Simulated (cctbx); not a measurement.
**Accept or mend?**

Cell a = 14.2340 Å, b = 8.1970 Å, c = 10.5590 Å, α = 90.00°, β = 117.30°, γ = 90.00°; space group C2/c (no. 15).

The data are simulated with cctbx, not measured: Mo Kα, λ = 0.71073 Å, to d = 0.6 Å, 70 % of the full sphere, strongest reflection 70000 counts, noise from counting, a 3 % proportional error and a noise floor of 8 counts (s.d.); no absorption.

An anisotropic refinement with weights 1/σ² prints:

```text
Rint 0.024, 2629 unique reflections to 0.60 A
cycle     R1     wR2    GooF  max shift (A)
   1  0.1093  0.2760   8.077   0.00381
   2  0.0370  0.1107   3.241   0.00001
final R1 0.0370 wR2 0.1107 GooF 3.241  parameters 65  data/parameter 40.4
atom        x        y        z      Ueq    occ   su(xyz)  su(Uiso or U11)
Pt1    0.88839  0.08593  0.42501   0.0068  1.000  0.00006  0.0002
Pt2    0.28120  0.41661  0.58545   0.0024  1.000  0.00005  0.0002
Tb1    0.93990  0.41368  0.57768  -0.0025  1.000  0.00005  0.0002  NPD
Hf1    0.00000  0.86893  0.75000   0.0029  1.000  0.00008  0.0002
Hf2    0.89600  0.19309  0.76389   0.0023  1.000  0.00005  0.0002
Hf3    0.83071  0.40427  0.24903   0.0068  1.000  0.00006  0.0002
Ge1    0.25000  0.75000  0.50000   0.0034  1.000  0.00000  0.0006
Ge2    0.91145  0.26781  0.00144   0.0050  1.000  0.00016  0.0005
difference map: max 17.92 min -11.40 rms 1.26
Q1    0.0597  0.4128  0.9369    8   17.98  0.16 A from Tb1
Q2    0.2226  0.0858  0.4133    8    5.06  0.06 A from Pt2
Q3    0.1063  0.0752  0.0808    8    4.58  0.15 A from Pt1
Q4    0.1038  0.1937  0.7298    8    4.50  0.07 A from Hf2
Q5    0.0000  0.1199  0.2500    4    4.24  0.09 A from Hf1
Q6    0.0919  0.2434  0.5072    8    3.58  0.22 A from Ge2
```

**Question.** Can this result stand? If not, what is the likely fault?

Mend it. The fault: elements exchanged: Hf3 is Tb and Tb1 is Hf. Against the right model at the same level, R1 goes from 0.0134 to 0.0370 and GooF from 0.94 to 3.24, U of Tb1 shrinks from 0.0017 to -0.0025 Å², U of Hf3 swells from 0.0028 to 0.0068 Å², the top difference peak, 18.0 e/Å³, lies on Tb1, a hole of -11.4 e/Å³ opens and Tb1 goes non-positive-definite. Hf3 has 7 electrons too many and its U swells to shed them, as expected; Tb1 has 7 electrons too few and its U shrinks to make up, as expected.

The compound is Tb2Hf5Ge3Pt4. The right model at the same level gives:

```text
Rint 0.024, 2629 unique reflections to 0.60 A
cycle     R1     wR2    GooF  max shift (A)
   1  0.0439  0.1171   3.426   0.00244
   2  0.0134  0.0320   0.936   0.00000
final R1 0.0134 wR2 0.0320 GooF 0.936  parameters 65  data/parameter 40.4
atom        x        y        z      Ueq    occ   su(xyz)  su(Uiso or U11)
Pt1    0.88841  0.08587  0.42499   0.0071  1.000  0.00002  0.0001
Pt2    0.28119  0.41660  0.58547   0.0026  1.000  0.00001  0.0000
Hf1    0.93992  0.41368  0.57772   0.0017  1.000  0.00002  0.0000
Hf2    0.00000  0.86896  0.75000   0.0032  1.000  0.00002  0.0001
Hf3    0.89600  0.19310  0.76391   0.0026  1.000  0.00002  0.0000
Tb1    0.83071  0.40432  0.24902   0.0028  1.000  0.00002  0.0001
Ge1    0.25000  0.75000  0.50000   0.0035  1.000  0.00000  0.0002
Ge2    0.91152  0.26754  0.00150   0.0049  1.000  0.00005  0.0001
difference map: max 1.90 min -1.93 rms 0.48
Q1    0.0850  0.1772  0.0865    8    1.99  0.87 A from Pt1
Q2    0.1045  0.4749  0.5949    8    1.98  1.78 A from Tb1
Q3    0.0096  0.1826  0.5903    8    1.94  1.51 A from Hf3
Q4    0.1914  0.0863  0.7205    8    1.85  1.59 A from Hf3
Q5    0.1810  0.2863  0.9338    8    1.79  0.95 A from Ge1
Q6    0.1384  0.2055  0.1682    8    1.77  1.32 A from Pt1
```

The model was made for the exercise: a known structure type with other elements put in, its volume estimated, not relaxed; displacement parameters are assumed.

[Middle refinement cycles are left out of these outputs.]

[Logs are printed without paths, hosts, clocks, repeated set-up lines and the standing remarks that a program may print on its own settings, such as how far it seeks lower states.]
